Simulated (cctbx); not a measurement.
# Finding the light atoms

Cell a = 6.5770 Å, b = 6.5770 Å, c = 10.6050 Å, α = 90.00°, β = 90.00°, γ = 120.00°; space group P6_3/mmc (no. 194); content Na8 Li4. The heavier atoms are placed; Li is still missing.

Simulated single-crystal data (cctbx): Cu Kα, λ = 1.54184 Å, to d = 0.83 Å, 80 % of the full sphere, strongest reflection 20000 counts, noise from counting, a 2 % proportional error and a noise floor of 8 counts (s.d.); no absorption.

Refinement without Li (map in e/Å³):

```text
Rint 0.028, 165 unique reflections to 0.84 A
cycle     R1     wR2    GooF  max shift (A)
   1  0.1669  0.3595  24.358   0.01850
   2  0.1486  0.3151  21.353   0.00000
final R1 0.1486 wR2 0.3151 GooF 21.353  parameters 3  data/parameter 55.0
atom        x        y        z      Ueq    occ   su(xyz)  su(Uiso or U11)
Na1    0.00000  0.00000  0.50000   0.0085  1.000  0.00000  0.0025
Na2    0.34275  0.17137  0.75000   0.0098  1.000  0.00085  0.0019
difference map: max 5.41 min -1.22 rms 0.30
Q1    0.3333  0.6667  0.0680    4    5.79  2.67 A from Na2
Q2    0.0000  0.0000  0.0000    2    1.75  0.00 A from Na1
Q3    0.1603  0.3205  0.2500    6    1.45  0.13 A from Na2
Q4    0.3333  0.6667  0.7500    2    0.93  3.29 A from Na2
Q5    0.3333  0.6667  0.2500    2    0.85  1.84 A from Na2
Q6    0.0000  0.0000  0.2500    2    0.60  1.95 A from Na2
Q7    0.1813  0.3626  0.5637   12    0.37  2.17 A from Na1
Q8    0.1684  0.3368  0.0655   12    0.36  1.96 A from Na2
```

The data are simulated with cctbx, not measured: neutrons of λ = 1.17 Å, to d = 0.7 Å, 80 % of the full sphere, strongest reflection 5000 counts, noise from counting, a 2 % proportional error and a noise floor of 8 counts (s.d.); no absorption.

Refinement without Li (map in fm/Å³; only maxima are listed):

```text
Rint 0.042, 266 unique reflections to 0.70 A
cycle     R1     wR2    GooF  max shift (A)
   1  0.3251  0.5869  31.269   0.02420
   2  0.3102  0.5528  29.452   0.00000
final R1 0.3102 wR2 0.5528 GooF 29.452  parameters 3  data/parameter 88.7
atom        x        y        z      Ueq    occ   su(xyz)  su(Uiso or U11)
Na1    0.00000  0.00000  0.50000   0.0101  1.000  0.00000  0.0025
Na2    0.34275  0.17137  0.75000   0.0104  1.000  0.00128  0.0020
difference map: max 4.81 min -14.22 rms 0.57
Q1    0.0000  0.0000  0.0000    2    4.81  0.00 A from Na1
Q2    0.1706  0.3411  0.2500    6    4.58  0.01 A from Na2
Q3    0.3333  0.6667  0.5702    4    2.98  3.80 A from Na2
Q4    0.0000  0.0000  0.1775    4    2.80  1.88 A from Na1
Q5    0.3333  0.6667  0.6769    4    2.35  3.38 A from Na2
Q6    0.3333  0.6667  0.1896    4    2.26  1.95 A from Na2
Q7    0.0000  0.0000  0.0758    4    1.93  0.80 A from Na1
Q8    0.3333  0.6667  0.2500    2    1.34  1.84 A from Na2
```

**Question.** Where is Li, and which data fix it better?

Li sits at (2/3, 1/3, 0.9327). Adding it takes R1 from 0.149 to 0.009 with X-rays and from 0.310 to 0.013 with neutrons. Its largest coordinate s.u. is 0.00017 with X-rays and 0.00007 with neutrons, so neutrons fix it better in these data. In the X-ray map Q1 marks it. No listed neutron peak is on it. Natural Li has a negative scattering length, so it shows as a hole in the neutron map (minimum -14.2), not among the maxima.

Final neutron refinement:

```text
Rint 0.042, 266 unique reflections to 0.70 A
cycle     R1     wR2    GooF  max shift (A)
   1  0.1040  0.1945  10.401   0.02336
   2  0.0135  0.0253   1.355   0.00000
final R1 0.0135 wR2 0.0253 GooF 1.355  parameters 5  data/parameter 53.2
atom        x        y        z      Ueq    occ   su(xyz)  su(Uiso or U11)
Na1    0.00000  0.00000  0.50000   0.0134  1.000  0.00000  0.0001
Na2    0.34260  0.17130  0.75000   0.0124  1.000  0.00005  0.0001
Li1    0.66667  0.33333  0.93274   0.0175  1.000  0.00007  0.0001
difference map: max 0.19 min -0.25 rms 0.02
Q1    0.1705  0.3410  0.2075   12    0.20  0.45 A from Na2
Q2    0.0000  0.0000  0.0000    2    0.14  0.00 A from Na1
Q3    0.3333  0.6667  0.2500    2    0.08  1.85 A from Na2
Q4    0.0000  0.0000  0.2500    2    0.07  1.95 A from Na2
Q5    0.0546  0.1092  0.5628   12    0.07  0.91 A from Na1
Q6    0.0086  0.2441  0.1609   24    0.07  1.33 A from Na2
```

The model is made up (kin elements in a known structure type, no relaxation), so it says nothing on whether the phase exists.

[Middle refinement cycles are left out of these outputs.]

[Logs are printed without paths, hosts, clocks, repeated set-up lines and the standing remarks that a program may print on its own settings, such as how far it seeks lower states.]
